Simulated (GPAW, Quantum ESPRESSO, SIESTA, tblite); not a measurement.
## C(100)/TiO2(101) interface (120 atoms): runs against a plane-wave reference

The cell holds 120 atoms: 72 C, 16 Ti and 32 O. Cell: a = 10.239 Å, b = 7.570 Å, c = 23.581 Å, α = 90.0°, β = 90.0°, γ = 90.0°. It derives from C. Diamond-structure C(100), 3 repeat layers, 12 surface cells, strained +1.49 and +0.04 %; anatase TiO2(101), 2 layers, 2 cells, +0.00 and +0.00 %; outer planes 1.29 Å apart, 12 Å of vacuum above; not relaxed, displaced by a Gaussian of 0.02 Å. Then every atom was moved at random, 0.05 Å r.m.s. a Cartesian component. Regions: C, 72 atoms (72 C); TiO2, 48 atoms (16 Ti and 32 O). Vacuum lies along c.

Geometry: as built.

The reference, a calculation:

* method: Kohn-Sham DFT, PBE, SSSP efficiency 1.3.0 pseudopotentials, plane waves (Quantum ESPRESSO 7.5); sssp-pbe-1.3.0-efficiency, cutoffs 60/480 Ry, Γ point
* r.m.s. force component: 1.922 eV/Å
* longest force: 7.573 eV/Å
* time: 28 min on 4 MPI ranks of Arm Neoverse V1, shared host
* CPU time: 1.9 h

Runs, in no order:
A. GPAW PBE, LCAO sz(dzp), h 0.18 Å: Kohn-Sham DFT, PBE, PAW, atomic orbitals (sz(dzp))
B. tblite GFN1-xTB: GFN1-xTB tight binding, diagonalisation
C. GPAW PBE, grid h 0.24 Å: Kohn-Sham DFT, PBE, PAW, finite differences on a real-space grid
D. SIESTA PBE, DZP, shift 0.02 Ry, mesh 500 Ry: Kohn-Sham DFT, PBE, PseudoDojo 0.4.1 norm-conserving pseudopotentials (converted to PSML), numerical atomic orbitals (DZP), diagonalisation
E. QE PBE, dojo-0.4.1-standard, 60/240 Ry: Kohn-Sham DFT, PBE, PseudoDojo 0.4.1 standard norm-conserving pseudopotentials, plane waves

**Question.** Rank the runs by how far their forces lie from the reference's, least first.

E, D, C, B, A.

| run | Δ force, r.m.s. (meV/Å) | share of r.m.s. force (%) | CPU time |
| --- | --- | --- | --- |
| E. QE PBE, dojo-0.4.1-standard, 60/240 Ry | 25.1 | 1.31 | 34 min |
| D. SIESTA PBE, DZP, shift 0.02 Ry, mesh 500 Ry | 184 | 9.59 | 15 min |
| C. GPAW PBE, grid h 0.24 Å | 322 | 16.8 | 38 min |
| B. tblite GFN1-xTB | 564 | 29.3 | 8.4 s |
| A. GPAW PBE, LCAO sz(dzp), h 0.18 Å | 960 | 50.0 | 5.6 min |

Periodic xTB results under one method name differ between programs and library versions. The runs have no spin polarisation, so any moments at edges, vacancies or dangling bonds can't form. The electronic-structure runs sample only Γ, in a cell whose shortest periodic width is 8 Å, which is coarse for a cell with partly filled levels.

[Hosts, paths, dates, database ids (printed as entryN), source tags and the programs' standing remarks are cut or masked in the printed files.]
